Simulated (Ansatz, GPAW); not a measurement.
# Si/Ag(111): work function by functional and basis, part 2 of 3

Wanted: work functions and dipole of Si/Ag(111), with the cost of each level.

GPAW 26.7.0 and Ansatz 0.2.0; Ansatz plane waves; slab in vacuum with a dipole correction, relaxation (the session's first sound run).

So far, upper work function (eV): step 2 (relaxation) 4.70.

## Step 3: Plane waves, PBE

The work function is the vacuum plateau of the electrostatic potential less the Fermi level; a dipole layer lets the two faces have plateaus of their own.

This step: GPAW, PAW setups; slab in vacuum (GPAW 26.7.0).

run.py

```python
import json
import numpy as np
from ase import Atoms
from gpaw import GPAW, PW

slab = Atoms(
    ['Ag', 'Ag', 'Ag', 'Ag', 'Si'],
    positions=[
        [-0.00000, -0.00000, 8.00000],
        [1.44603, 0.83487, 10.36136],
        [2.89207, 1.66974, 12.76591],
        [-0.00000, -0.00000, 15.19524],
        [2.89207, 1.66974, 17.42721]],
    cell=[[2.89207, 0.0, 0.0], [1.44603, 2.5046, 0.0], [0.0, 0.0, 25.19058]],
    pbc=[True, True, False])

slab.calc = GPAW(mode=PW(400), xc='PBE', kpts={'size': (12, 12, 1), 'gamma': True},
                 occupations={'name': 'fermi-dirac', 'width': 0.1}, nbands='200%',
                 convergence={'density': 1e-05}, maxiter=200,
                 poissonsolver={'dipolelayer': 'xy'},
                 symmetry={'tolerance': 1e-3}, txt='slab.txt')
result = {}
energy = slab.get_potential_energy()
fermi = slab.calc.get_fermi_level()
v = slab.calc.get_electrostatic_potential().mean((0, 1)) - fermi
n = slab.calc.get_pseudo_density().mean((0, 1))
L = slab.cell[2, 2]
z = np.arange(len(v)) * L / len(v)
low, high = slab.positions[:, 2].min(), slab.positions[:, 2].max()
below, above = np.interp([low - 5.8, high + 5.8], z, v)
slopes = [np.interp(x, z, np.gradient(v, z)) for x in (low - 5.8, high + 5.8)]
eps = np.array([[slab.calc.get_eigenvalues(k, s) for k in range(len(slab.calc.get_ibz_k_points()))]
                for s in range(slab.calc.get_number_of_spins())]) - fermi
top, bottom = eps[eps < 0].max(), eps[eps > 0].min()
dipole = slab.get_dipole_moment()[2]
print(f'energy {energy:.4f} eV, Fermi level {fermi:.4f} eV, dipole {dipole:.5f} e A')
print(f'potential 5.8 A off the faces, from the Fermi level: lower {below:.4f} eV, upper {above:.4f} eV')
print(f'slope of the potential there: lower {slopes[0]:.5f}, upper {slopes[1]:.5f} eV/A')
print(f'nearest levels on the mesh: {top:.4f} and {bottom:.4f} eV')
print('magnetic moment', round(slab.get_magnetic_moment(), 3))
result.update(energy=energy, fermi=fermi, dipole=dipole, below=below, above=above, slopes=slopes, edges=[top, bottom],
              z=z.tolist(), v=v.tolist(), n=n.tolist(), positions=slab.positions.tolist(),
              forces=slab.get_forces(apply_constraint=False).tolist(), moments=slab.get_magnetic_moments().tolist())
json.dump(result, open('result.json', 'w'))
```

Run with:

```bash
> OMP_NUM_THREADS=1 OPENBLAS_NUM_THREADS=1 python run.py
```

Output:

```text
energy -15.4033 eV, Fermi level 1.3725 eV, dipole -0.00919 e A
potential 5.8 A off the faces, from the Fermi level: lower 4.4685 eV, upper 4.7004 eV
slope of the potential there: lower -0.00016, upper 0.00017 eV/A
nearest levels on the mesh: -0.0755 and 0.0458 eV
magnetic moment 0.0
```

Elapsed: 3.4 min, on 1 thread of Arm Neoverse N1, shared host; peak memory 0.25 GiB.

This step gave:

```yaml
dipole_along_the_normal: -0.009192 e·Å
levels_nearest_the_fermi_level_on_the_mesh: -0.07554, 0.04580 eV from the Fermi level
upper_work_function: 4.700 eV
lower_work_function: 4.469 eV
```

The electrostatic potential energy of an electron (without an applied field's), less the Fermi level, planar mean by z:

| z (Å) | electrostatic potential energy of an electron (without an applied field's), less the Fermi level, planar mean (eV) |
| --- | --- |
| 0.0 | 4.58 |
| 0.5 | 4.47 |
| 1.0 | 4.47 |
| 1.5 | 4.47 |
| 2.0 | 4.47 |
| 2.5 | 4.47 |
| 3.0 | 4.47 |
| 3.5 | 4.47 |
| 4.0 | 4.47 |
| 4.5 | 4.46 |
| 5.0 | 4.45 |
| 5.5 | 4.39 |
| 6.0 | 4.20 |
| 6.5 | 3.51 |
| 7.0 | 0.883 |
| 7.5 | -8.98 |
| 8.0 | -20.6 |
| 8.5 | -8.95 |
| 9.0 | 0.144 |
| 9.5 | -1.30 |
| 10.0 | -13.6 |
| 10.5 | -19.6 |
| 11.0 | -5.24 |
| 11.5 | 0.908 |
| 12.0 | -2.50 |
| 12.5 | -16.3 |
| 13.0 | -17.2 |
| 13.5 | -3.04 |
| 14.0 | 1.08 |
| 14.5 | -4.03 |
| 15.0 | -18.5 |
| 15.5 | -15.5 |
| 16.0 | -2.46 |
| 16.5 | -1.20 |
| 17.0 | -10.1 |
| 17.5 | -17.6 |
| 18.0 | -5.89 |
| 18.5 | 1.64 |
| 19.0 | 3.92 |
| 19.5 | 4.51 |
| 20.0 | 4.65 |
| 20.5 | 4.69 |
| 21.0 | 4.70 |
| 21.5 | 4.70 |
| 22.0 | 4.70 |
| 22.5 | 4.70 |
| 23.0 | 4.70 |
| 23.5 | 4.70 |
| 24.0 | 4.70 |
| 24.5 | 4.70 |
| 25.0 | 4.65 |

The pseudo valence density, planar mean oscillates, so the rows of the table below give means over windows of 2.31 Å about each position, cut where the curve ends. Its maxima inside the range that stand out by 2 % of the span (Å: e/Å³): 8.0: 2.57, 10.3: 2.50, 12.8: 2.56, 15.1: 2.49. Its minima: 9.2: 0.193, 11.5: 0.181, 14.1: 0.181.

Table of pseudo valence density, planar mean by z; means over each step:

z (Å), pseudo valence density, planar mean (e/Å³) and a bar:
```
     3.46       0.00 
     5.77       0.02 #
     8.08       1.00 ##############################
    10.39       1.01 ##############################
    12.70       1.01 ##############################
    15.01       1.01 ##############################
    17.32       0.23 #######
    19.63       0.02 #
    21.94       0.00
```

Force by atom:

| atom | x (eV/Å) | y (eV/Å) | z (eV/Å) | size |
| --- | --- | --- | --- | --- |
| Ag1 | 0.000 | 0.000 | -0.176 | 0.176 |
| Ag2 | 0.000 | 0.000 | 0.167 | 0.167 |
| Ag3 | 0.000 | 0.000 | 0.009 | 0.009 |
| Ag4 | 0.000 | 0.000 | -0.018 | 0.018 |
| Si5 | 0.000 | 0.000 | 0.019 | 0.019 |

The potential is flat to 1.7e-4 eV/Å where it is read, so the vacuum is wide enough. The geometry is the other program's minimum; here the largest force on a free atom is 0.019 eV/Å.

## Step 4: OptPBE vdW: xc = "optPBE-vdW"

The same geometry under optPBE-vdW, to see how far the functional moves the levels against the vacuum (the van der Waals functionals take revPBE setups).

run.py, as its differences from that of step 3:

```diff
@@ -16,3 +16,3 @@
 
-slab.calc = GPAW(mode=PW(400), xc='PBE', kpts={'size': (12, 12, 1), 'gamma': True},
+slab.calc = GPAW(mode=PW(400), xc='optPBE-vdW', kpts={'size': (12, 12, 1), 'gamma': True},
                  occupations={'name': 'fermi-dirac', 'width': 0.1}, nbands='200%',
```

Output:

```text
energy -79.3741 eV, Fermi level 1.3207 eV, dipole -0.00727 e A
potential 5.8 A off the faces, from the Fermi level: lower 4.6473 eV, upper 4.8311 eV
slope of the potential there: lower -0.00022, upper 0.00020 eV/A
nearest levels on the mesh: -0.0640 and 0.0212 eV
magnetic moment 0.0
```

Run time: 3.6 min. Hardware: 1 thread; peak memory 0.37 GiB.

This step gave:

* dipole along the normal: -0.007267 e·Å
* levels nearest the Fermi level on the mesh: -0.06402, 0.02120 eV from the Fermi level
* upper work function: 4.831 eV
* lower work function: 4.647 eV

Table of electrostatic potential energy of an electron (without an applied field's), less the Fermi level, planar mean by z:

z (Å), electrostatic potential energy of an electron (without an applied field's), less the Fermi level, planar mean (eV) and a bar from the least value:
```
      0.0        4.7 ##############################
      0.5        4.6 ##############################
      1.0        4.6 ##############################
      1.5        4.6 ##############################
      2.0        4.6 ##############################
      2.5        4.6 ##############################
      3.0        4.6 ##############################
      3.5        4.6 ##############################
      4.0        4.6 ##############################
      4.5        4.6 ##############################
      5.0        4.6 ##############################
      5.5        4.5 ##############################
      6.0        4.3 #############################
      6.5        3.6 #############################
      7.0        0.9 #########################
      7.5       -9.0 ##############
      8.0      -20.5 
      8.5       -9.0 ##############
      9.0        0.0 ########################
      9.5       -1.4 #######################
     10.0      -13.6 ########
     10.5      -19.5 #
     11.0       -5.3 ##################
     11.5        0.8 #########################
     12.0       -2.6 #####################
     12.5      -16.3 #####
     13.0      -17.2 ####
     13.5       -3.1 #####################
     14.0        0.9 #########################
     14.5       -4.1 ###################
     15.0      -18.5 ##
     15.5      -15.5 ######
     16.0       -2.6 #####################
     16.5       -1.3 #######################
     17.0      -10.1 ############
     17.5      -17.6 ####
     18.0       -5.9 #################
     18.5        1.6 ##########################
     19.0        4.0 #############################
     19.5        4.6 ##############################
     20.0        4.8 ##############################
     20.5        4.8 ##############################
     21.0        4.8 ##############################
     21.5        4.8 ##############################
     22.0        4.8 ##############################
     22.5        4.8 ##############################
     23.0        4.8 ##############################
     23.5        4.8 ##############################
     24.0        4.8 ##############################
     24.5        4.8 ##############################
     25.0        4.8 ##############################
```

Table of pseudo valence density, planar mean by z:

| z (Å) | pseudo valence density, planar mean (e/Å³) |
| --- | --- |
| 4.0 | 1.0e-4 |
| 4.5 | 3.2e-4 |
| 5.0 | 9.6e-4 |
| 5.5 | 0.00307 |
| 6.0 | 0.0104 |
| 6.5 | 0.0361 |
| 7.0 | 0.167 |
| 7.5 | 0.899 |
| 8.0 | 2.53 |
| 8.5 | 0.925 |
| 9.0 | 0.227 |
| 9.5 | 0.303 |
| 10.0 | 1.42 |
| 10.5 | 2.33 |
| 11.0 | 0.578 |
| 11.5 | 0.189 |
| 12.0 | 0.385 |
| 12.5 | 1.80 |
| 13.0 | 1.94 |
| 13.5 | 0.425 |
| 14.0 | 0.181 |
| 14.5 | 0.462 |
| 15.0 | 2.06 |
| 15.5 | 1.63 |
| 16.0 | 0.370 |
| 16.5 | 0.221 |
| 17.0 | 0.267 |
| 17.5 | 0.241 |
| 18.0 | 0.242 |
| 18.5 | 0.111 |
| 19.0 | 0.0339 |
| 19.5 | 0.00887 |
| 20.0 | 0.00240 |
| 20.5 | 6.7e-4 |
| 21.0 | 1.8e-4 |

Force by atom:

| atom | x (eV/Å) | y (eV/Å) | z (eV/Å) | size |
| --- | --- | --- | --- | --- |
| Ag1 | 0.000 | 0.000 | -0.397 | 0.397 |
| Ag2 | 0.000 | 0.000 | 0.188 | 0.188 |
| Ag3 | 0.000 | 0.000 | 0.028 | 0.028 |
| Ag4 | 0.000 | 0.000 | -0.097 | 0.097 |
| Si5 | 0.000 | 0.000 | 0.281 | 0.281 |

The upper face's work function is 4.831 eV, against 4.700 eV in the first plane-wave PBE run at this geometry.

## Step 5: Self-consistent run: xc = "RPBE"

The same geometry under RPBE, to see how far the functional moves the levels against the vacuum.

run.py, as its differences from that of step 4:

```diff
@@ -16,3 +16,3 @@
 
-slab.calc = GPAW(mode=PW(400), xc='optPBE-vdW', kpts={'size': (12, 12, 1), 'gamma': True},
+slab.calc = GPAW(mode=PW(400), xc='RPBE', kpts={'size': (12, 12, 1), 'gamma': True},
                  occupations={'name': 'fermi-dirac', 'width': 0.1}, nbands='200%',
```

Output:

```text
energy -13.0848 eV, Fermi level 1.5066 eV, dipole -0.01447 e A
potential 5.8 A off the faces, from the Fermi level: lower 4.2688 eV, upper 4.6323 eV
slope of the potential there: lower -0.00017, upper 0.00017 eV/A
nearest levels on the mesh: -0.0735 and 0.0477 eV
magnetic moment 0.0
```

The job ended after 3.3 min (1 thread; peak memory 0.25 GiB).

This step gave:

```
dipole along the normal                    : -0.01447 e·Å
levels nearest the Fermi level on the mesh : -0.07351, 0.04768 eV from the Fermi level
upper work function                        : 4.632 eV
lower work function                        : 4.269 eV
```

The electrostatic potential energy of an electron (without an applied field's), less the Fermi level, planar mean by z:

| z (Å) | electrostatic potential energy of an electron (without an applied field's), less the Fermi level, planar mean (eV) |
| --- | --- |
| 0.0 | 4.45 |
| 0.5 | 4.27 |
| 1.0 | 4.27 |
| 1.5 | 4.27 |
| 2.0 | 4.27 |
| 2.5 | 4.27 |
| 3.0 | 4.27 |
| 3.5 | 4.27 |
| 4.0 | 4.27 |
| 4.5 | 4.26 |
| 5.0 | 4.24 |
| 5.5 | 4.18 |
| 6.0 | 3.99 |
| 6.5 | 3.30 |
| 7.0 | 0.694 |
| 7.5 | -9.12 |
| 8.0 | -20.7 |
| 8.5 | -9.10 |
| 9.0 | -0.0331 |
| 9.5 | -1.48 |
| 10.0 | -13.7 |
| 10.5 | -19.7 |
| 11.0 | -5.40 |
| 11.5 | 0.734 |
| 12.0 | -2.67 |
| 12.5 | -16.4 |
| 13.0 | -17.3 |
| 13.5 | -3.20 |
| 14.0 | 0.911 |
| 14.5 | -4.18 |
| 15.0 | -18.6 |
| 15.5 | -15.6 |
| 16.0 | -2.58 |
| 16.5 | -1.31 |
| 17.0 | -10.2 |
| 17.5 | -17.7 |
| 18.0 | -5.96 |
| 18.5 | 1.59 |
| 19.0 | 3.86 |
| 19.5 | 4.43 |
| 20.0 | 4.58 |
| 20.5 | 4.62 |
| 21.0 | 4.63 |
| 21.5 | 4.63 |
| 22.0 | 4.63 |
| 22.5 | 4.63 |
| 23.0 | 4.63 |
| 23.5 | 4.63 |
| 24.0 | 4.63 |
| 24.5 | 4.63 |
| 25.0 | 4.55 |

The upper face's work function is 4.632 eV, against 4.700 eV in the first plane-wave PBE run at this geometry.

## Step 6: Self-consistent run: xc = "LDA"

The same geometry under LDA, to see how far the functional moves the levels against the vacuum.

run.py, as its differences from that of step 5:

```diff
@@ -16,3 +16,3 @@
 
-slab.calc = GPAW(mode=PW(400), xc='RPBE', kpts={'size': (12, 12, 1), 'gamma': True},
+slab.calc = GPAW(mode=PW(400), xc='LDA', kpts={'size': (12, 12, 1), 'gamma': True},
                  occupations={'name': 'fermi-dirac', 'width': 0.1}, nbands='200%',
```

Output:

```text
energy -19.8702 eV, Fermi level 1.0423 eV, dipole 0.00081 e A
potential 5.8 A off the faces, from the Fermi level: lower 4.8869 eV, upper 4.8688 eV
slope of the potential there: lower -0.00015, upper 0.00018 eV/A
nearest levels on the mesh: -0.0834 and 0.0510 eV
magnetic moment 0.0
```

Run time: 3.4 min. Hardware: 1 thread; peak memory 0.25 GiB.

This step gave:

- dipole along the normal: 8.14e-4 e·Å
- levels nearest the Fermi level on the mesh: -0.08345, 0.05098 eV from the Fermi level
- upper work function: 4.869 eV
- lower work function: 4.887 eV

The upper face's work function is 4.869 eV, against 4.700 eV in the first plane-wave PBE run at this geometry.

## Step 7: Real-space grid: mode = "fd"

A real-space grid is a second complete basis, so it checks the plane-wave result.

run.py, as its differences from that of step 6:

```diff
@@ -3,3 +3,3 @@
 from ase import Atoms
-from gpaw import GPAW, PW
+from gpaw import GPAW
 
@@ -16,3 +16,3 @@
 
-slab.calc = GPAW(mode=PW(400), xc='LDA', kpts={'size': (12, 12, 1), 'gamma': True},
+slab.calc = GPAW(mode='fd', h=0.18, xc='PBE', kpts={'size': (12, 12, 1), 'gamma': True},
                  occupations={'name': 'fermi-dirac', 'width': 0.1}, nbands='200%',
```

Output:

```text
energy -16.0172 eV, Fermi level -4.5833 eV, dipole -0.00927 e A
potential 5.8 A off the faces, from the Fermi level: lower 4.4669 eV, upper 4.6997 eV
slope of the potential there: lower -0.00006, upper 0.00002 eV/A
nearest levels on the mesh: -0.0747 and 0.0468 eV
magnetic moment 0.0
```

It took 13 min on 1 thread; peak memory 0.77 GiB.

This step gave:

* dipole along the normal: -0.009269 e·Å
* levels nearest the Fermi level on the mesh: -0.07470, 0.04678 eV from the Fermi level
* upper work function: 4.700 eV
* lower work function: 4.467 eV

The electrostatic potential energy of an electron (without an applied field's), less the Fermi level, planar mean oscillates, so the rows of the table below give means over windows of 2.34 Å about each position, cut where the curve ends. Its maxima inside the range that stand out by 2 % of the span (Å: eV): 9.2: 0.715, 11.6: 1.000, 13.9: 1.12, 16.3: -0.375. Its minima: 8.0: -20.7, 10.3: -20.9, 12.8: -20.7, 15.2: -21.0, 17.5: -18.0.

Table of electrostatic potential energy of an electron (without an applied field's), less the Fermi level, planar mean by z; means over each step:

| z (Å) | electrostatic potential energy of an electron (without an applied field's), less the Fermi level, planar mean (eV) |
| --- | --- |
| 1.17 | 4.47 |
| 3.51 | 4.47 |
| 5.85 | 3.85 |
| 8.19 | -8.19 |
| 10.53 | -8.31 |
| 12.87 | -8.15 |
| 15.21 | -8.56 |
| 17.55 | -7.09 |
| 19.89 | 4.44 |
| 22.23 | 4.70 |
| 24.57 | 4.70 |

The upper face's work function is 4.700 eV, against 4.700 eV in the first plane-wave PBE run at this geometry.

## Step 8: Atomic orbitals: mode = "lcao"

Atom-centred orbitals end a few angstrom from the surface, which tests how much the density's tail matters.

run.py, as its differences from that of step 7:

```diff
@@ -16,4 +16,4 @@
 
-slab.calc = GPAW(mode='fd', h=0.18, xc='PBE', kpts={'size': (12, 12, 1), 'gamma': True},
-                 occupations={'name': 'fermi-dirac', 'width': 0.1}, nbands='200%',
+slab.calc = GPAW(mode='lcao', basis='dzp', h=0.18, xc='PBE', kpts={'size': (12, 12, 1), 'gamma': True},
+                 occupations={'name': 'fermi-dirac', 'width': 0.1}, nbands='120%',
                  convergence={'density': 1e-05}, maxiter=200,
```

Output:

```text
energy -14.0674 eV, Fermi level -4.5471 eV, dipole -0.00945 e A
potential 5.8 A off the faces, from the Fermi level: lower 4.4284 eV, upper 4.6658 eV
slope of the potential there: lower -0.00003, upper 0.00000 eV/A
nearest levels on the mesh: -0.0694 and 0.0378 eV
magnetic moment 0.0
```

The job ended after 21 min (1 thread; peak memory 0.32 GiB).

Numbers from this step:

* dipole along the normal: -0.009452 e·Å
* levels nearest the Fermi level on the mesh: -0.06935, 0.03784 eV from the Fermi level
* upper work function: 4.666 eV
* lower work function: 4.428 eV

The upper face's work function is 4.666 eV, against 4.700 eV in the first plane-wave PBE run at this geometry.

## Step 9: Cost and result by level

Times are for 1 thread of Arm Neoverse N1, shared host. Results by setting:

| no. | run | upper work function (eV) | lower work function (eV) | time | memory (GiB) |
| --- | --- | --- | --- | --- | --- |
| 1 | pw | 4.700 | 4.469 | 3.4 min | 0.25 |
| 2 | optPBE vdW | 4.831 | 4.647 | 3.6 min | 0.37 |
| 3 | RPBE | 4.632 | 4.269 | 3.3 min | 0.25 |
| 4 | LDA | 4.869 | 4.887 | 3.4 min | 0.25 |
| 5 | fd | 4.700 | 4.467 | 13 min | 0.77 |
| 6 | lcao | 4.666 | 4.428 | 21 min | 0.32 |

(Part 2 of 3 ends here.)

[Logs are printed without paths, hosts, clocks, repeated set-up lines and the standing remarks that a program may print on its own settings, such as how far it seeks lower states.]

[Hosts, paths, dates, database ids (printed as entryN), source tags and the programs' standing remarks are cut or masked in the printed files.]
